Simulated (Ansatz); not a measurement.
# Electron scattering at the Σ5 (210) boundary in fcc Al, starting shift (0.33, 0), part 2 of 3

Aim: the relaxed structure and the specific resistance of the Σ5 (210) boundary in fcc Al, starting shift (0.33, 0).

Ansatz 0.2.0; Ansatz plane-wave DFT, PBE, PAW files; relaxation of a bicrystal slab with its lowest layers held; PAW set soft_1 (the session's first sound run).

So far. Step 2 (Relaxing the bicrystal): The largest force component on a free atom ends at 0.021 eV/Å, under the tolerance of 0.03, after 13 steps.

## 3. Transmission across the boundary

Bulk layers of each grain are laid under and over the relaxed boundary, and a lead is named in the middle of each, away from the free faces. The mesh across the current, 18×18, is finer than the density's, because channels open and close sharply across the zone. Energies from -0.1 to 0.1 eV in steps of 0.05 eV are too few for the program's thermal sum, so it prints no conductance; for a metal the transmission near the Fermi level serves, at a fraction of the cost.

This step: Ansatz plane-wave DFT, PBE, PAW files; ballistic transport by layer matching (Landauer), zero bias; boundary relaxed in a short slab, bulk layers laid on; PAW set soft_1 (Ansatz 0.2.0).

System of this step: Σ5 (210) boundary in fcc Al, starting shift (0.33, 0). The cell holds 47 atoms: 47 Al. Cell: a = 4.958 Å, b = 4.048 Å, c = 50.059 Å, α = 90.0°, β = 90.0°, γ = 65.9°. It derives from Al. Regions: lower grain, 19 atoms (19 Al); boundary, 13 atoms (13 Al); upper grain, 15 atoms (15 Al). Vacuum lies along c.

Input file input.yaml:

```yaml
crystal:
  lattice:
    - [4.957730497, 0.0, 0.0]
    - [1.6525768323, 3.6952741352, 0.0]
    - [0.0, 0.0, 50.0586551677]
  atoms:
    - { symbol: Al, position: [-15.0, 7.5000000003, 0.0799062617] }
    - { symbol: Al, position: [-14.4, 7.2000000003, 0.097988122] }
    - { symbol: Al, position: [-13.8, 6.9000000003, 0.1160699823] }
    - { symbol: Al, position: [-13.2, 6.6000000003, 0.1341518426] }
    - { symbol: Al, position: [-12.6, 6.3000000003, 0.1522337029] }
    - { symbol: Al, position: [-12.0, 6.0000000003, 0.1703155632] }
    - { symbol: Al, position: [-11.4, 5.7000000002, 0.1883974234] }
    - { symbol: Al, position: [-10.8, 5.4000000002, 0.2064792837] }
    - { symbol: Al, position: [-10.2, 5.1000000002, 0.224561144] }
    - { symbol: Al, position: [-9.6, 4.8000000002, 0.2426430043] }
    - { symbol: Al, position: [-9.0, 4.5000000002, 0.2607248646] }
    - { symbol: Al, position: [-8.4, 4.2000000002, 0.2788067249] }
    - { symbol: Al, position: [-7.8, 3.9000000002, 0.2968885852] }
    - { symbol: Al, position: [-7.2, 3.6000000002, 0.3149704455] }
    - { symbol: Al, position: [-6.6, 3.3000000002, 0.3330523058] }
    - { symbol: Al, position: [-6.0, 3.0000000001, 0.3511341661] }
    - { symbol: Al, position: [-5.4, 2.7000000001, 0.3692160264] }
    - { symbol: Al, position: [-4.8, 2.4000000001, 0.3872978866] }
    - { symbol: Al, position: [-4.2, 2.1000000001, 0.4053797469] }
    - { symbol: Al, position: [0.4, 0.8000000001, 0.4234616072] }
    - { symbol: Al, position: [1.0082289012, 0.4963349595, 0.4418696812] }
    - { symbol: Al, position: [0.615321305, 0.1927309458, 0.4588758956] }
    - { symbol: Al, position: [0.2053375788, 0.8981982995, 0.4778276243] }
    - { symbol: Al, position: [0.8087651062, 0.5971583697, 0.4972600669] }
    - { symbol: Al, position: [0.4041598692, 0.2990303632, 0.5107238873] }
    - { symbol: Al, position: [-0.0352680318, 0.0218829624, 0.5375579455] }
    - { symbol: Al, position: [0.3570378645, 0.3272452993, 0.5620279157] }
    - { symbol: Al, position: [0.7578089591, 0.6264356936, 0.5747626563] }
    - { symbol: Al, position: [1.1519482227, -0.0693873444, 0.5948202796] }
    - { symbol: Al, position: [0.5616419947, 0.2254667155, 0.6137907518] }
    - { symbol: Al, position: [0.9550481398, 0.5290618489, 0.6305309221] }
    - { symbol: Al, position: [0.3555549545, -0.1712126623, 0.6488658339] }
    - { symbol: Al, position: [-4.2444450455, 2.1287873377, 0.6669476942] }
    - { symbol: Al, position: [-4.8444450455, 2.4287873377, 0.6850295545] }
    - { symbol: Al, position: [-5.4444450455, 2.7287873377, 0.7031114148] }
    - { symbol: Al, position: [-6.0444450456, 3.0287873377, 0.7211932751] }
    - { symbol: Al, position: [-6.6444450456, 3.3287873377, 0.7392751354] }
    - { symbol: Al, position: [-7.2444450456, 3.6287873377, 0.7573569957] }
    - { symbol: Al, position: [-7.8444450456, 3.9287873378, 0.775438856] }
    - { symbol: Al, position: [-8.4444450456, 4.2287873378, 0.7935207163] }
    - { symbol: Al, position: [-9.0444450456, 4.5287873378, 0.8116025766] }
    - { symbol: Al, position: [-9.6444450456, 4.8287873378, 0.8296844368] }
    - { symbol: Al, position: [-10.2444450456, 5.1287873378, 0.8477662971] }
    - { symbol: Al, position: [-10.8444450456, 5.4287873378, 0.8658481574] }
    - { symbol: Al, position: [-11.4444450456, 5.7287873378, 0.8839300177] }
    - { symbol: Al, position: [-12.0444450456, 6.0287873378, 0.902011878] }
    - { symbol: Al, position: [-12.6444450456, 6.3287873378, 0.9200937383] }
kpoints:
  mp_grid: { grid: [7, 7, 1] }
hamiltonian:
  xc: pbe
  pseudopotentials: { kind: paw, azcp: { folder: soft_1 } }
scf:
  occupations: { method: fermi_dirac, width: 0.1 }
output:
  transmission:
    leads: [[10, 11], [38, 39]]
    kmesh: [18, 18]
    e_range: [-0.1, 0.1]
    de: 0.05
  write_potential: true
  write_density: true
  volumetric_format: npy
  elf: true
```

Started as:

```console
> ansatz run input.yaml --threads 4 --pin off --max-ram 15360MiB --backend cpu --events-out ev --progress --plain --runs-dir out
```

Numbers of over 12 decimals in the logs are rounded to 6 here.

What it wrote:

```text
[...]
Crystal: 47 atoms, lattice volume = 917.083 Å³
Basis set: ecut = 420 eV, 17955 PW (Γ)
Bands: 118, of which v1, the nominal top of the filled ones, is band 71 counted from 1 (70 counted from 0)
Symmetry: 1 space group operations
[...]
k-points: 25 of 49 (time reversal used)
[...]
SCF iter   1: F=—  HF=-25263.537613 eV  |F-HF|=—  |Δ(HF+E_count)|=         —  Δρ=2.25e-2  dr2=7.73e1  ethr=3.10e-3  ⟨swp⟩=8.0  Hψ=16278  notcnv=0  defer=124
[...]
SCF iter   9: F=-25260.134807 eV  HF=-25260.134807 eV  |F-HF|=1.88e-8  |Δ(HF+E_count)|=   9.73e-9  Δρ=4.80e-7  dr2=2.17e-8  ethr=7.09e-11  ⟨swp⟩=2.2  Hψ=4805  notcnv=0
SCF 1 converged in 9 iterations: F = -25260.134807 eV  dr2 = 2.17e-8
[...]
transmission: 624 of 6232 steps passed
transmission: 1248 of 6232 steps passed
[...]
transmission: 6232 of 6232 steps passed
WARN: The output density's exchange-correlation potential varies sharply where the density is thin. Do not read a vacuum level from v_tot or v_xc, or from such a field of the output density. On a cell that repeats whose density bears no net charge and no dipole along the vacuum's axis use v_es (v_loc + v_h of the components); under efield.dipole_correction with no amplitude use v_es + v_field, which holds any externa [...]
SCF converged after 9 iterations
Free energy (F): -25260.134807 eV
[...]
Internal energy: -25259.534089 eV  (E = F + TS)
E sigma→0 (E₀):  -25259.834448 eV
Entropy (-TS):   -0.600717 eV (-12.781 meV/atom)
Fermi energy:    6.094621 eV
[...]
--- Band table (eV; the first three rows and the last of 25) ---
  k-point 0: bands = [... 67 lower, 6.0461, 6.1546, 6.1651, 6.2997, 6.3288, 6.3294, 6.3380, 6.3475, ... 43 higher]
  k-point 1: bands = [... 67 lower, 5.3363, 5.4944, 5.5864, 5.6472, 5.6791, 5.8184, 5.9054, 5.9786, ... 43 higher]
  k-point 2: bands = [... 67 lower, 5.1729, 5.2511, 5.3461, 5.4742, 5.5529, 5.6642, 5.7305, 5.8765, ... 43 higher]
  k-point 24: bands = [... 67 lower, 7.0237, 7.1060, 7.2224, 7.3036, 7.3959, 7.5035, 7.7656, 7.8383, ... 43 higher]
--- Transmission ---
  basis      : 161 plane waves across, 38 finite elements along
  points     : 164, standing for a mesh of 18 x 18
  energies   : 5 from -0.100000 to 0.100000 eV about the Fermi level, 0.050000 eV apart; the leads are filled to 0.000000 eV, and channels, transmission and decay are at 0.000000 eV
  crystal 0  : Al3, at the sites [10, 11], period 2.7155 Å, over 18.10 Å; its Hamiltonian steps by up to 31.3 meV: too much for a lead, lay more layers or, if its atoms are ordered, name the step of that order
    offset         : up to 0.0000 Å between an atom of the period and one for which it stands
    channels       : 3.564815e0 a spin
    conductance    : none, the energies end too early or step too widely for 300 K: set another output.transmission.e_range or a lower de, or, where they end at an eighth of basis.ecutwfc, a higher one
[...]
channels       : 3.552469e0 a spin
[...]
junction   : crystal 0 to crystal 1, 12.84 to 36.80 Å
    transmission   : 2.286570e0 a spin
[...]
```

Elapsed: 10 min, on 4 threads of Arm Neoverse V1, shared host; peak memory 4.2 GiB.

Reading the cycles: dr2 is the Hartree energy of the density residual (eV), the measure of convergence; HF is the Harris–Foulkes estimate of the energy, which meets the free energy F at convergence.

Numbers from this step:

| Item | Value |
| --- | --- |
| free energy | -25260.1348 eV |
| energy at zero smearing | -25259.8344 eV |
| Fermi energy | 6.095 eV |
| cell area | 18.32 Å² |
| transmission per spin nearest the Fermi level | 2.287 |
| open channels per spin nearest the Fermi level | 3.565 |
| open channels per spin, upper lead | 3.552 |
| step of the lead's potential | 31.3 meV |
| step of the upper lead's potential | 29.1 meV |

Per spin. Transmission, zone mean against energy, zero at the Fermi level:

| energy (eV) | transmission, zone mean |
| --- | --- |
| -0.1000 | 2.21 |
| -0.0500 | 2.24 |
| 0.0000 | 2.29 |
| 0.0500 | 2.32 |
| 0.1000 | 2.37 |

Per spin. Table of open channels, zone mean by energy, zero at the Fermi level:

| energy (eV) | lead | upper lead |
| --- | --- | --- |
| -0.1000 | 3.44 | 3.44 |
| -0.0500 | 3.48 | 3.51 |
| 0.0000 | 3.56 | 3.55 |
| 0.0500 | 3.61 | 3.62 |
| 0.1000 | 3.65 | 3.65 |

Transmission over k1 and k2. At 0.0000 eV from the Fermi level.

Ten even steps from '0' (0.25) to '9' (3.36):
```
444575444300464003
478668745556556555
996869985566266558
878878998663366899
888887999662669997
888887899622699878
888877496454694778
554574645555464754
888789996469998788
545746455554647545
887749645469477888
887899622699878888
879996626699978888
899866336689987887
985566266558996869
455565565554786687
430046400344457544
004555540004555540
```
Columns: k1 (b1) from -0.5 to 0.444; rows upwards: k2 (b2) from -0.5 to 0.444.

Open channels over k1 and k2. At 0.0000 eV from the Fermi level.

Values, 12 rows by 16 columns, each cell a mean:
```
3.04 3.33 3.33 3.63 3.63 3.33 3.07 3.00 2.93 2.41 2.89 3.63 3.63 2.67 2.33 2.93
3.70 3.85 3.78 4.07 3.70 4.00 3.74 3.07 3.07 3.74 3.78 3.63 4.00 3.33 3.00 3.59
3.89 3.15 3.67 3.52 3.70 4.00 4.00 4.30 4.00 3.63 2.67 3.63 4.19 4.11 4.00 4.00
3.30 3.00 3.00 3.15 3.33 3.78 4.52 4.96 3.85 2.44 2.44 4.30 4.85 4.33 3.48 3.33
3.67 3.67 3.67 3.52 3.33 3.56 4.44 4.67 3.00 3.07 3.78 4.81 3.70 3.56 3.22 3.59
3.67 3.67 3.67 3.81 4.00 4.67 5.26 4.74 3.15 4.56 5.11 4.81 4.07 3.78 3.74 3.67
3.33 3.26 3.33 3.26 3.81 4.56 3.81 3.07 3.15 4.33 4.33 3.59 3.22 3.44 3.33 3.33
3.33 3.26 3.33 4.15 4.70 4.56 2.78 2.33 3.81 5.00 4.56 3.52 3.15 3.22 3.33 3.33
4.00 4.00 4.00 4.30 4.30 3.78 2.11 3.74 4.07 4.52 4.00 4.00 3.81 3.44 3.33 3.04
4.00 3.85 3.33 3.63 4.00 3.33 3.52 3.96 3.33 3.48 4.00 4.00 3.44 4.11 3.63 3.63
3.00 2.93 2.67 3.11 3.85 3.78 3.41 2.74 3.00 3.00 3.22 3.67 3.85 3.78 3.67 3.67
2.33 2.41 2.67 2.81 3.19 3.11 2.74 2.07 2.33 2.48 3.00 3.00 3.19 3.11 3.00 2.41
```
Columns: k1 (b1) from -0.5 to 0.444; rows upwards: k2 (b2) from -0.5 to 0.444.

ELF in the cb plane at fractional x = 0.965, with atoms of Al within 0.2 Å of it. It is the smooth field of the valence electrons, not physical close to the nuclei.

Ten even steps from '0' (0.00) to '9' (0.67), each cell a mean:
```
77785103887888986444689888788311699521000000
88898657988899998767789988889866998521000000
99988778889988889867988899988888886421000000
89986556789987788423798888998665655431000000
78885334689877786141588777887543444432100000
78885434689877786131588877887543444432100000
89987556789987788424898888998766665431000000
99888778889988889867988899988888986421000000
88898547988899997666789988889856998521000000
77785113887888986444689888788311599521000000
77783261687777886434688877786155399631000000
```
Columns run along c (16.0 Å, from fractional 0.68 to 1.00 of the cell), rows up along b (4.0 Å). Atoms in or near the plane, at fractional coordinates: Al at (0.72, 0.03), Al at (0.81, 0.53), Al at (0.90, 0.03).

Electrostatic potential energy in the cb plane at fractional x = 0.965, with atoms of Al within 0.2 Å of it. With pseudopotentials it is smooth inside the atoms' cores, unlike the true potential.

Values in eV, 6 rows by 16 columns, each cell a mean:
```
 5 -2 -5  4  2  2  7  6  2  5 -3 -5  5 10 10 10
 3  5  3  5  4  5 -5  0  6  3  5  4  9 10 10 10
-5  5  8  2  1  2  2 -3  4 -5  5  9  9 10 10 10
-1  5  7  4  3  4 -5 -3  5  0  6  7  9 10 10 10
 5  1 -5  5  4  4  4  5  4  5  0 -4  7 10 10 10
 5 -3  2  2 -1 -1  8  6 -2  5 -3  2  3 10 10 10
```
Columns run along c (16.0 Å, from fractional 0.68 to 1.00 of the cell; values clipped at the 3rd and 97th percentile), rows up along b (4.0 Å). Atoms in or near the plane, at fractional coordinates: Al at (0.72, 0.03), Al at (0.81, 0.53), Al at (0.90, 0.03).

Valence density in the cb plane at fractional x = 0.965, with atoms of Al within 0.2 Å of it. It is the smooth field of the valence electrons, not physical close to the nuclei.

Ten even steps from '0' (0.00 e/Å³) to '9' (0.21 e/Å³), each cell a mean:
```
88898546998899997656799998889744664200000000
98899889998899998777889998889987763100000000
99998888899999899989998899999887642100000000
99987667899998899757998899998765432100000000
99987556799988898434898899998654332100000000
99987556799988898434898899998654332100000000
99987667899998899767998899998765432100000000
99999888999999899989998999999887642100000000
98899879998899998777889998889987763100000000
88898446998899997656799998889744664200000000
88897324898899997655799998888523564200000000
```
Columns run along c (16.0 Å, from fractional 0.68 to 1.00 of the cell), rows up along b (4.0 Å). Atoms in or near the plane, at fractional coordinates: Al at (0.72, 0.03), Al at (0.81, 0.53), Al at (0.90, 0.03).

Over the solved energies the transmission per spin lies between 2.21 and 2.37, out of 3.55 channels of the lead on average (up to 3.65). The log calls the step of a lead's potential too much.

## 4. Specific resistance

This step: Ansatz plane-wave DFT, PBE, PAW files; ballistic transport by layer matching (Landauer), zero bias; specific resistance of the boundary; PAW set soft_1 (Ansatz 0.2.0).

This step gave:

```
area resistance                      : 0.3697 fΩ m²
T over the leads' mean channel count : 0.6431
```

Averaged over the energies near the Fermi level, 64.3 % of the channels pass, which makes 0.370 fΩ m².

By hand, with T and the leads' channels N averaged over the energies near the Fermi level: RA = A (h/2e²)(1/T − ½[1/N₁ + 1/N₂]) = 18.32×10⁻²⁰ m² × 12 906 Ω × (1/2.283 − ½[1/3.548 + 1/3.552]) = 0.370 fΩ m².

(Continued in part 3 of 3.)

[Logs are printed without paths, hosts, clocks, repeated set-up lines and the standing remarks that a program may print on its own settings, such as how far it seeks lower states.]

[Hosts, paths, dates, database ids (printed as entryN), source tags and the programs' standing remarks are cut or masked in the printed files.]
